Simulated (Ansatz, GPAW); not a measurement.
# A 3-layer slab of Rh(111): simulated STM images, part 2 of 2

Aim: Tersoff-Hamann images of a 3-layer slab of Rh(111) at several biases.

GPAW 26.7.0 and Ansatz 0.2.0; GPAW, PAW setups; slab in vacuum (the session's first sound run).

So far, upper work function (eV): step 2 (relaxation) 5.06; step 3 (bands at fixed density, height 4 Å, STM [-2.0, -1.0, 1.5] V) 5.06.

**4. A second plane-wave code**

A second program with its own datasets checks the number independently.

This step: Ansatz plane waves; slab in vacuum with a dipole correction (Ansatz 0.2.0).

Contents of input.yaml:

```yaml
crystal:
  lattice:
    - [2.6870057685, 0.0, 0.0]
    - [1.3435028843, 2.3270152556, 0.0]
    - [0.0, 0.0, 18.3878620458]
  atoms:
    - { symbol: Rh, position: [0.3333326363, 0.3333325805, 0.3806859102] }
    - { symbol: Rh, position: [0.6666689943, 0.666665161, 0.4992766713] }
    - { symbol: Rh, position: [0.0, 0.0, 0.6175710876] }
kpoints:
  mp_grid: { grid: [13, 13, 1] }
hamiltonian:
  xc: pbe
scf:
  occupations: { method: fermi_dirac, width: 0.1 }
efield:
  axis: 3
  dipole_correction: true
  ramp_width: 0.05
output:
  forces: true
  band_densities:
    - { e_range: [-2.0, 0] }
    - { e_range: [-1.0, 0] }
    - { e_range: [0, 1.5] }
  write_potential: true
  write_density: true
  volumetric_format: npy
```

On the command line:

```bash
$ ansatz run input.yaml --threads 4 --pin off --max-ram 8192MiB --backend cpu --events-out ev --progress --plain --runs-dir out
```

Numbers of over 12 decimals in the logs are rounded to 6 here.

The log of the run:

```text
Warning: the atoms were moved onto the symmetric positions of the space group found under crystal.symmetry.tolerance 1.0e-5 (fractional; no operation is sought that the atoms, as they stand in a round, miss by more than twice it, and no atom is moved by as much as it), and the run uses the moved positions. Before a round's move an operation carried an atom to 7.56e-6 Å from where it should land, the largest such dist [...]
Engine: ansatz 0.2.0, x86_64-unknown-linux-gnu
Pseudopotentials: kind: paw
Pseudopotential: Rh, paw, valence charge 17, recommended cutoff 420 eV (normal), Rh.paw.azcp
Functional definition: PBE
  parameter kappa = 0.804
  parameter beta = 0.066725
  exchange = pbe_x(kappa = kappa, mu = beta*pi^2/3)
  correlation = pbe_c(beta = beta)
Crystal: 3 atoms, lattice volume = 114.974 Å³
Basis set: ecut = 420 eV, 2275 PW (Γ), exchange–correlation on 36×36×250 points (8 copies of the dense FFT grid, shifted against one another)
Bands: 31, of which v1, the nominal top of the filled ones, is band 26 counted from 1 (25 counted from 0)
Symmetry: 6 space group operations
Space group: P3m1 (ITA 156), of the structure as read, at distance tolerance 4.9e-5 Å
k-points: 21 of 169 (time reversal used)
Non-local potential: Rh, projectors of the file, l = 0: 3, l = 1: 2, l = 2: 2, l = 3: 1
PAW form: soft (Blöchl's): semilocal exchange-correlation on the pseudo side does not see the compensation charge
PAW one-centre angular grid: Rh, 590 points (default); XC on 64 Gauss nodes
Initial density: superposition of atomic densities (neutral atoms: chi_scale 0, normalization atom), corrected by the library's trained network
Initial wavefunctions: pseudopotential atomic-orbital guess
Functional: x = pbe(κ = 0.804, μ = 0.219515), c = pbe(β = 0.066725)
SCF iter   1: F=—  HF=-19207.159541 eV  |F-HF|=—  |Δ(HF+E_count)|=         —  Δρ=6.07e-3  dr2=7.09e-2  ethr=1.77e-3  p=0.000 e·Å  D=1.70e-4 V/Å  ΔV_dip=-0.00 eV  dr2_dipole=1.63e-4  V_vac-E_F(+/−)=4.91/4.91 eV  ⟨swp⟩=8.2  Hψ=3206  notcnv=0
efield: sawtooth ramp at fractional position 0.9741 (placed from the atoms, in the widest stretch of the axis that holds none; the zero of the levels goes with the place), width 0.0500; the density the first Hamiltonian is built on has a dipole p = 0.000 e·Å; the dipole correction subtracts the counter field D = 1.70e-4 V/Å, which shifts the + side's vacuum level by -0.00 eV against the − side's; the planar-averaged density in the ramp window peaks in size at 1.3e-4 e/Å³
preconditioner: auto → LDOS  [metal: Δε(μ)=0.011 eV  Ē_g=5.594 eV  σ=0.100 eV  W_gap=0.03  n_scr=12 (ndim 8)  ℏωp=18.0 eV  f_vac=0.570  D(μ)=5.27/eV (n_scr^D=46)  β→1.0]
SCF iter   2: F=—  HF=-19207.157417 eV  |F-HF|=—  |Δ(HF+E_count)|=   2.12e-3  Δρ=3.34e-3  dr2=7.35e-3  ethr=1.39e-4  p=-0.000 e·Å  D=-4.52e-5 V/Å  ΔV_dip=0.00 eV  dr2_dipole=2.94e-6  V_vac-E_F(+/−)=5.07/5.07 eV  ⟨swp⟩=2.2  Hψ=978  notcnv=0
SCF iter   3: F=—  HF=-19207.156794 eV  |F-HF|=—  |Δ(HF+E_count)|=   6.23e-4  Δρ=1.87e-3  dr2=5.21e-3  ethr=1.44e-5  p=0.000 e·Å  D=6.47e-5 V/Å  ΔV_dip=-0.00 eV  dr2_dipole=4.97e-7  V_vac-E_F(+/−)=5.10/5.10 eV  ⟨swp⟩=2.8  Hψ=1302  notcnv=0
SCF iter   4: F=—  HF=-19207.156158 eV  |F-HF|=—  |Δ(HF+E_count)|=   6.36e-4  Δρ=2.99e-4  dr2=9.83e-5  ethr=1.02e-5  p=-0.000 e·Å  D=-7.80e-6 V/Å  ΔV_dip=0.00 eV  dr2_dipole=1.24e-6  V_vac-E_F(+/−)=5.10/5.10 eV  ⟨swp⟩=2.1  Hψ=947  notcnv=0
SCF iter   5: F=—  HF=-19207.156192 eV  |F-HF|=—  |Δ(HF+E_count)|=   3.47e-5  Δρ=1.29e-4  dr2=3.30e-5  ethr=1.93e-7  p=0.000 e·Å  D=2.01e-5 V/Å  ΔV_dip=-0.00 eV  dr2_dipole=1.11e-7  V_vac-E_F(+/−)=5.09/5.09 eV  ⟨swp⟩=3.4  Hψ=1398  notcnv=0
SCF iter   6: F=—  HF=-19207.156199 eV  |F-HF|=—  |Δ(HF+E_count)|=   6.29e-6  Δρ=2.40e-5  dr2=3.00e-7  ethr=6.46e-8  p=0.000 e·Å  D=6.62e-6 V/Å  ΔV_dip=-0.00 eV  dr2_dipole=1.37e-8  V_vac-E_F(+/−)=5.09/5.09 eV  ⟨swp⟩=2.0  Hψ=911  notcnv=0
SCF iter   7: F=-19207.156200 eV  HF=-19207.156200 eV  |F-HF|=1.98e-8  |Δ(HF+E_count)|=   1.09e-6  Δρ=9.03e-6  dr2=6.74e-8  ethr=1.96e-10  p=0.000 e·Å  D=1.35e-5 V/Å  ΔV_dip=-0.00 eV  dr2_dipole=4.71e-12  V_vac-E_F(+/−)=5.09/5.09 eV  ⟨swp⟩=15.7  Hψ=6127  notcnv=0
SCF 1 converged in 7 iterations: F = -19207.156200 eV  dr2 = 6.74e-8
  greatest PAW one-centre occupation: 1.000 electrons in one spin orbital (limit 2), on the Rh atom at site 1 (counted from 0), in its partial waves of l = 0
NSCF: frozen V_eff on 12 k-points
efield: sawtooth ramp at fractional position 0.9741 (kept from the solve that this one continues, or follows in the run), width 0.0500; the density the first Hamiltonian is built on has a dipole p = 0.000 e·Å; the dipole correction subtracts the counter field D = 1.35e-5 V/Å, which shifts the + side's vacuum level by -0.00 eV against the − side's; the planar-averaged density in the ramp window peaks in size at 1.9e-6 e/Å³
WARN: The output density's exchange-correlation potential varies sharply where the density is thin. Do not read a vacuum level from v_tot or v_xc, or from such a field of the output density. On a cell that repeats whose density bears no net charge and no dipole along the vacuum's axis use v_es (v_loc + v_h of the components); under efield.dipole_correction with no amplitude use v_es + v_field, which holds any externa [...]
SCF converged after 7 iterations
Free energy (F): -19207.156200 eV
Harris-Foulkes:  -19207.156200 eV  (|F-HF|=1.98e-8)
Internal energy: -19206.980589 eV  (E = F + TS)
E sigma→0 (E₀):  -19207.068395 eV
Entropy (-TS):   -0.175611 eV (-58.537 meV/atom)
Fermi energy:    4.798920 eV
Dipole field:    D = 0.000017 V/Å  (p = 0.000011 e·Å, saw-weighted, corrected)
Work function:   Φ+ = 5.0877 eV   Φ− = 5.0880 eV
Levels:          The Fermi level and band energies are counted from a zero that moves with the ramp; work functions are not
--- Per-component energies (eV) ---
  E_band       = -1137.356765
  E_kinetic    = 1716.983601
  E_local      = -54655.442889  (includes V_loc(G=0)·N_el)
  E_nonlocal   = 1066.907952
  E_hartree    = 26190.539098
  E_xc         = -662.974427
  E_vxc        = -831.890365  (∫ρ·V_xc dr)
  E_paw        = -10761.818056  (= ΣΔE_a)
  E_vpaw       = -815.006227  (= ΣTr[D̂ρ^β])
  E_aug_tail   = 0.002554  (compensation charges beyond the density's cutoff)
  E_efield     = 0.000000  (sawtooth field / dipole correction)
  E_vefield    = -0.000001  (∫n·V_field dr)
  E_ewald      = 17898.821578
  E_smearing   = -0.175611  (= −TS)
  E_closure    = 0.000000  (closes the sum)
  Σ components = -19207.156200   (vs F -19207.156200, Δ=0.00e0)
--- Forces (eV/Å), atoms counted from 1 ---
  atom   1  Rh     0.00000000     0.00000000     0.12864373
  atom   2  Rh    -0.00000000     0.00000000    -0.03782169
  atom   3  Rh    -0.00000000    -0.00000000    -0.09081175
  max |Σ_I F_I| component: 1.03e-5 eV/Å
--- Band table (eV; the first three rows and the last of 21) ---
  k-point 0: bands = [... 22 lower, 2.4519, 3.8706, 3.8706, 4.4744, 4.4923, 4.4923, 5.2139, 5.2139, ... 1 higher]
  k-point 1: bands = [... 22 lower, 2.6064, 3.6510, 3.8019, 3.9484, 4.4659, 4.4978, 5.2214, 5.3212, ... 1 higher]
  k-point 2: bands = [... 22 lower, 3.0517, 3.1402, 3.5089, 3.7278, 4.2828, 4.4802, 5.2411, 6.2036, ... 1 higher]
  k-point 20: bands = [... 22 lower, 3.5700, 3.7948, 4.6851, 4.8638, 5.1830, 10.8389, 11.9173, 12.7227, ... 1 higher]
--- Band densities, each state counted as filled ---
  window                                       electrons  max residual (eV)  cut levels
  e_range: [-2, 0]                              9.644970             1.6e-6           0
  e_range: [-1, 0]                              4.816568             1.5e-6           0
  e_range: [0, 1.5]                             5.005917             2.5e-5           0
```

Elapsed: 2.8 s, on 4 threads of Intel Xeon Platinum 8488C (Sapphire Rapids), shared host; peak memory 0.45 GiB; 9.3 s of CPU time.

In the SCF lines HF is the Harris–Foulkes energy and dr2 the Hartree energy of the density residual, in eV; the loop may stop once dr2 is under the threshold and the program's other checks hold. Hψ counts applications of the Hamiltonian.

Numbers from this step:

```
free energy                   : -19207.1562 eV
smearing term TS              : 0.1756 eV
symmetry operations           : 6
upper work function           : 5.088 eV
lower work function           : 5.088 eV
dipole along the normal       : 1.10e-5 e·Å
dipole field                  : 1.73e-5 V/Å
vacuum level above            : 9.887 eV
vacuum level below            : 9.887 eV
corrugation e range -2 0 4    : 0.007033 Å
decay e range -2 0            : 1.265 Å⁻¹
apparent barrier e range -2 0 : 6.095 eV, hbar² kappa² / 2m (holds the in-plane momentum too)
corrugation e range -1 0 4    : 0.01202 Å
decay e range -1 0            : 1.220 Å⁻¹
apparent barrier e range -1 0 : 5.673 eV, hbar² kappa² / 2m (holds the in-plane momentum too)
corrugation e range 0 1.5 4   : 0.01937 Å
```

Electrostatic potential energy of an electron (with the applied field's), less the Fermi level, planar mean against z:

```csv
z (Å),"electrostatic potential energy of an electron (with the applied field's), less the Fermi level, planar mean (eV)"
0,5.09
1,5.09
2,5.09
3,5.09
4,5.06
5,4.77
6,0.457
7,-25.8
8,-1.24
9,-24.6
10,-3.96
11,-19.7
12,-8.91
13,4.26
14,5.03
15,5.08
16,5.09
17,5.09
18,5.09
```

Table of valence density, planar mean by z:

z (Å), valence density, planar mean (e/Å³) and a bar:
```
      3.5       0.00 
      4.0       0.00 
      4.5       0.00 
      5.0       0.01 
      5.5       0.05 #
      6.0       0.20 ##
      6.5       1.21 ###############
      7.0       2.47 ##############################
      7.5       1.22 ###############
      8.0       0.35 ####
      8.5       0.70 #########
      9.0       2.28 ############################
      9.5       1.85 #######################
     10.0       0.46 ######
     10.5       0.45 #####
     11.0       1.75 #####################
     11.5       2.35 #############################
     12.0       0.76 #########
     12.5       0.13 ##
     13.0       0.03 
     13.5       0.01 
     14.0       0.00 
     14.5       0.00 
     15.0       0.00
```

E_range_-2_0. Table of planar mean of the window's density by height over the top atom:

```csv
height over the top atom (Å),planar mean of the window's density (e/Å³)
1.50,0.0288
1.70,0.0181
1.90,0.0112
2.10,0.00689
2.30,0.00423
2.50,0.00259
2.70,0.00159
2.90,9.7e-4
3.10,5.9e-4
3.30,3.6e-4
3.50,2.2e-4
3.70,1.3e-4
3.90,8.0e-5
4.10,4.8e-5
4.30,2.9e-5
4.50,1.7e-5
4.70,1.0e-5
4.90,6.2e-6
5.10,3.7e-6
5.30,2.2e-6
5.50,1.3e-6
5.70,7.9e-7
5.90,4.7e-7
```

Density over a1 and a2. Constant height 4 Å over the top atom, window e_range_-2_0.

Values in units of 1e-5 e/Å³, 12 rows by 16 columns, each cell a mean:
```
6.2 6.2 6.2 6.2 6.2 6.2 6.2 6.2 6.2 6.2 6.2 6.2 6.2 6.2 6.2 6.2
6.2 6.2 6.2 6.2 6.2 6.2 6.2 6.2 6.2 6.1 6.2 6.2 6.2 6.2 6.2 6.2
6.2 6.2 6.2 6.2 6.2 6.2 6.2 6.2 6.2 6.1 6.1 6.1 6.2 6.2 6.2 6.2
6.2 6.2 6.2 6.2 6.2 6.2 6.2 6.2 6.2 6.1 6.1 6.1 6.1 6.2 6.2 6.2
6.2 6.2 6.2 6.2 6.2 6.2 6.2 6.2 6.2 6.1 6.1 6.1 6.1 6.1 6.2 6.2
6.2 6.2 6.2 6.2 6.2 6.2 6.2 6.2 6.2 6.2 6.2 6.1 6.1 6.2 6.2 6.2
6.2 6.2 6.2 6.2 6.2 6.2 6.2 6.2 6.2 6.2 6.2 6.2 6.2 6.2 6.2 6.2
6.2 6.2 6.2 6.2 6.2 6.2 6.2 6.2 6.2 6.2 6.2 6.2 6.2 6.2 6.2 6.2
6.2 6.2 6.2 6.2 6.2 6.2 6.2 6.2 6.2 6.2 6.2 6.2 6.2 6.2 6.2 6.2
6.2 6.2 6.2 6.2 6.2 6.2 6.2 6.2 6.2 6.2 6.2 6.2 6.2 6.2 6.2 6.2
6.2 6.2 6.2 6.2 6.2 6.2 6.2 6.2 6.2 6.2 6.2 6.2 6.2 6.2 6.2 6.2
6.2 6.2 6.2 6.2 6.2 6.2 6.2 6.2 6.2 6.2 6.2 6.2 6.2 6.2 6.2 6.2
```
Columns: a1 from 0 to 0.944; rows upwards: a2 from 0 to 0.944.

The tip height over the top atom is 4.00 Å all over the map of a1 and a2.

E_range_-1_0. The planar mean of the window's density by height over the top atom:

```csv
height over the top atom (Å),planar mean of the window's density (e/Å³)
1.50,0.0143
1.70,0.00933
1.90,0.00598
2.10,0.00379
2.30,0.00240
2.50,0.00151
2.70,9.5e-4
2.90,6.0e-4
3.10,3.7e-4
3.30,2.3e-4
3.50,1.4e-4
3.70,8.9e-5
3.90,5.4e-5
4.10,3.3e-5
4.30,2.0e-5
4.50,1.2e-5
4.70,7.6e-6
4.90,4.6e-6
5.10,2.8e-6
5.30,1.7e-6
5.50,1.0e-6
5.70,6.1e-7
5.90,3.6e-7
```

Density over a1 and a2. Constant height 4 Å over the top atom, window e_range_-1_0.

Ten even steps from '0' (4.22 × 1e-5 e/Å³) to '9' (4.34 × 1e-5 e/Å³):
```
999875421111245789
999875431111134578
788775432100123457
677765432100012345
556655432100001234
344444321100000112
233333321100000011
122222221110000011
111111111111111111
111111111111122211
221111111122233332
332111011123344444
543211111123455555
654321111123456777
776432111123467788
987643211123467899
998754321123457899
999765321112356799
```
Columns: a1 from 0 to 0.944; rows upwards: a2 from 0 to 0.944.

Tip height over the top atom over a1 and a2. Constant current at the density 4.265e-05 e/Å^3, window e_range_-1_0.

Values in Å, 12 rows by 16 columns, each cell a mean:
```
4.007 4.007 4.006 4.005 4.003 4.001 3.999 3.998 3.997 3.997 3.998 3.999 4.001 4.003 4.005 4.007
4.005 4.006 4.006 4.005 4.003 4.002 3.999 3.998 3.997 3.996 3.997 3.998 3.999 4.001 4.003 4.005
4.003 4.003 4.004 4.003 4.002 4.001 3.999 3.998 3.997 3.996 3.996 3.996 3.997 3.998 4.000 4.002
4.001 4.001 4.002 4.002 4.001 4.001 3.999 3.998 3.997 3.996 3.996 3.996 3.996 3.997 3.998 4.000
3.999 3.999 4.000 4.000 4.000 3.999 3.999 3.998 3.997 3.996 3.996 3.996 3.996 3.996 3.997 3.998
3.997 3.998 3.998 3.998 3.998 3.998 3.998 3.998 3.997 3.997 3.997 3.997 3.997 3.997 3.997 3.997
3.998 3.998 3.997 3.997 3.997 3.997 3.997 3.997 3.998 3.998 3.998 3.998 3.998 3.998 3.998 3.998
4.000 3.999 3.998 3.997 3.997 3.997 3.997 3.997 3.998 3.999 3.999 4.000 4.000 4.000 4.000 4.000
4.002 4.001 4.000 3.999 3.998 3.997 3.997 3.997 3.998 3.999 4.000 4.001 4.002 4.003 4.003 4.003
4.004 4.003 4.002 4.000 3.999 3.998 3.997 3.997 3.998 3.999 4.000 4.002 4.003 4.004 4.005 4.005
4.006 4.006 4.004 4.002 4.001 3.999 3.998 3.997 3.998 3.999 4.000 4.002 4.003 4.005 4.006 4.007
4.008 4.007 4.006 4.004 4.002 4.000 3.999 3.998 3.997 3.998 3.999 4.001 4.003 4.005 4.006 4.007
```
Columns: a1 from 0 to 0.944; rows upwards: a2 from 0 to 0.944.

E_range_0_1.5. Table of planar mean of the window's density by height over the top atom:

```csv
height over the top atom (Å),planar mean of the window's density (e/Å³)
1.50,0.0168
1.70,0.0114
1.90,0.00766
2.10,0.00509
2.30,0.00338
2.50,0.00224
2.70,0.00148
2.90,9.8e-4
3.10,6.5e-4
3.30,4.3e-4
3.50,2.8e-4
3.70,1.8e-4
3.90,1.2e-4
4.10,7.9e-5
4.30,5.1e-5
4.50,3.3e-5
4.70,2.2e-5
4.90,1.4e-5
5.10,9.3e-6
5.30,6.1e-6
5.50,4.0e-6
5.70,2.7e-6
5.90,1.8e-6
```

Density over a1 and a2. Constant height 4 Å over the top atom, window e_range_0_1.5.

Ten even steps from '0' (9.58 × 1e-5 e/Å³) to '9' (9.99 × 1e-5 e/Å³):
```
999865321111235689
898875431111134578
788765432100123456
667665432100012345
455554332100001233
334443321100000112
222332221100000011
111121111110000011
111111111111111111
110000000111122211
211000000112233332
321100000112334443
432110000112345555
654321000123456676
765431100113456788
887542110112457889
998653211112356899
998764321112346789
```
Columns: a1 from 0 to 0.944; rows upwards: a2 from 0 to 0.944.

Tip height over the top atom over a1 and a2. Constant current at the density 9.723e-05 e/Å^3, window e_range_0_1.5.

Values in Å, 12 rows by 16 columns, each cell a mean:
```
4.012 4.012 4.010 4.008 4.006 4.002 4.000 3.997 3.996 3.996 3.997 3.999 4.002 4.005 4.008 4.010
4.009 4.010 4.009 4.008 4.006 4.003 4.000 3.997 3.996 3.995 3.996 3.997 3.999 4.002 4.005 4.007
4.005 4.006 4.006 4.006 4.004 4.002 4.000 3.998 3.996 3.995 3.994 3.995 3.997 3.998 4.001 4.003
4.001 4.002 4.003 4.003 4.002 4.001 3.999 3.997 3.996 3.995 3.994 3.994 3.995 3.996 3.997 3.999
3.997 3.998 3.998 3.998 3.998 3.998 3.998 3.997 3.996 3.995 3.994 3.994 3.994 3.995 3.996 3.997
3.996 3.996 3.996 3.996 3.996 3.996 3.996 3.996 3.996 3.996 3.996 3.996 3.996 3.996 3.996 3.996
3.997 3.996 3.995 3.995 3.994 3.994 3.994 3.995 3.996 3.997 3.997 3.998 3.998 3.998 3.998 3.998
3.999 3.998 3.996 3.995 3.993 3.993 3.993 3.994 3.996 3.997 3.999 4.000 4.001 4.001 4.001 4.000
4.004 4.002 3.999 3.997 3.995 3.994 3.993 3.994 3.995 3.997 4.000 4.002 4.004 4.005 4.006 4.005
4.007 4.006 4.003 4.000 3.997 3.995 3.995 3.995 3.995 3.997 4.000 4.003 4.006 4.007 4.008 4.008
4.011 4.009 4.007 4.004 4.001 3.998 3.997 3.995 3.996 3.997 4.000 4.003 4.006 4.008 4.011 4.011
4.013 4.011 4.009 4.007 4.004 4.001 3.998 3.996 3.996 3.997 3.999 4.002 4.005 4.008 4.010 4.012
```
Columns: a1 from 0 to 0.944; rows upwards: a2 from 0 to 0.944.

Force by atom:

```csv
atom,x (eV/Å),y (eV/Å),z (eV/Å),size
Rh1,0.000,0.000,0.129,0.129
Rh2,0.000,0.000,-0.038,0.038
Rh3,0.000,0.000,-0.091,0.091
```

The upper face's work function is 5.088 eV, against 5.064 eV in the first plane-wave PBE run at this geometry.

**5. Side by side**

Results and costs are gathered.

This step: comparison of work functions, dipole and cost (GPAW 26.7.0).

Ladder, by row:

```csv
step,code,"work function, upper (eV)","work function, lower (eV)",dipole (e Å),wall time (s),peak memory (GiB),threads
pw,GPAW,5.064,5.065,-1.06e-4,98.66,0.32,1
ansatz,Ansatz,5.088,5.088,1.10e-5,2.79,0.452,4
```

**6. A changed run**

One more run, with changed settings.

This step: GPAW, PAW setups; slab in vacuum (GPAW 26.7.0).

Contents of run.py:

```python
import json
import numpy as np
from ase import Atoms
from gpaw import GPAW, PW

slab = Atoms(
    ['Rh', 'Rh', 'Rh'],
    positions=[
        [1.34350, 0.77567, 7.00000],
        [2.68701, 1.55134, 9.18063],
        [-0.00000, -0.00000, 11.35581]],
    cell=[[2.68701, 0.0, 0.0], [1.3435, 2.32702, 0.0], [0.0, 0.0, 18.38786]],
    pbc=[True, True, False])

slab.calc = GPAW(mode=PW(400), xc='PBE', kpts={'size': (13, 13, 1), 'gamma': True},
                 occupations={'name': 'fermi-dirac', 'width': 0.1}, nbands='140%',
                 convergence={'density': 1e-05}, maxiter=6,
                 poissonsolver={'dipolelayer': 'xy'},
                 symmetry={'tolerance': 1e-3}, txt='slab.txt')
result = {}
energy = slab.get_potential_energy()
fermi = slab.calc.get_fermi_level()
v = slab.calc.get_electrostatic_potential().mean((0, 1)) - fermi
n = slab.calc.get_pseudo_density().mean((0, 1))
L = slab.cell[2, 2]
z = np.arange(len(v)) * L / len(v)
low, high = slab.positions[:, 2].min(), slab.positions[:, 2].max()
below, above = np.interp([low - 4.8, high + 4.8], z, v)
slopes = [np.interp(x, z, np.gradient(v, z)) for x in (low - 4.8, high + 4.8)]
eps = np.array([[slab.calc.get_eigenvalues(k, s) for k in range(len(slab.calc.get_ibz_k_points()))]
                for s in range(slab.calc.get_number_of_spins())]) - fermi
top, bottom = eps[eps < 0].max(), eps[eps > 0].min()
dipole = slab.get_dipole_moment()[2]
print(f'energy {energy:.4f} eV, Fermi level {fermi:.4f} eV, dipole {dipole:.5f} e A')
print(f'potential 4.8 A off the faces, from the Fermi level: lower {below:.4f} eV, upper {above:.4f} eV')
print(f'slope of the potential there: lower {slopes[0]:.5f}, upper {slopes[1]:.5f} eV/A')
print(f'nearest levels on the mesh: {top:.4f} and {bottom:.4f} eV')
print('magnetic moment', round(slab.get_magnetic_moment(), 3))
result.update(energy=energy, fermi=fermi, dipole=dipole, below=below, above=above, slopes=slopes, edges=[top, bottom],
              z=z.tolist(), v=v.tolist(), n=n.tolist(), positions=slab.positions.tolist(),
              forces=slab.get_forces(apply_constraint=False).tolist(), moments=slab.get_magnetic_moments().tolist())
json.dump(result, open('result.json', 'w'))
```

On the command line:

```bash
$ OMP_NUM_THREADS=1 OPENBLAS_NUM_THREADS=1 python run.py
```

The log of the run:

```text
gpaw.KohnShamConvergenceError
```

Elapsed: 12 s, on 1 thread; peak memory 0.18 GiB.

The run stopped without converging, so none of its numbers is a property of the system.

The fault put into the input: too few SCF iterations (maxiter = 6).

**7. Summary of results**

| Property | Result |
| --- | --- |
| work function, both faces | 5.06 eV |
| dipole along the normal | -1.1e-4 e Å, near the numerical noise |
| corrugation at -2 V | 0.0289 Å |
| corrugation at -1 V | 0.0291 Å |
| corrugation at 1.5 V | 0.0307 Å |

What this shows: In GPAW's constant-current maps the tip height varies by under 0.05 Å at every bias shown (0.031 Å at most), which is near the numerical ripple of the maps: an s-wave tip would see an almost flat surface. Negative sample bias images filled states, positive bias empty ones. The two plane-wave codes differ by 0.023 eV on the upper face. The images are of Tersoff-Hamann type: an s-wave tip, no tip-sample forces, heights closer than in a microscope. Ansatz gives corrugations of 0.0070 Å at -2 V (GPAW 0.029), 0.012 Å at -1 V (GPAW 0.029) and 0.019 Å at 1.5 V (GPAW 0.031). GPAW's time includes a further run over the whole zone for the images, so the two times are not like for like. The slab is only 4.4 Å thick between its outer nuclei, so the values belong to this film more than to the surface of the bulk metal. The in-plane lattice was kept as typed, which isn't the functional's own and leaves some strain; spin-orbit coupling and temperature are left out.

[Logs are printed without paths, hosts, clocks, repeated set-up lines and the standing remarks that a program may print on its own settings, such as how far it seeks lower states.]

[Hosts, paths, dates, database ids (printed as entryN), source tags and the programs' standing remarks are cut or masked in the printed files.]
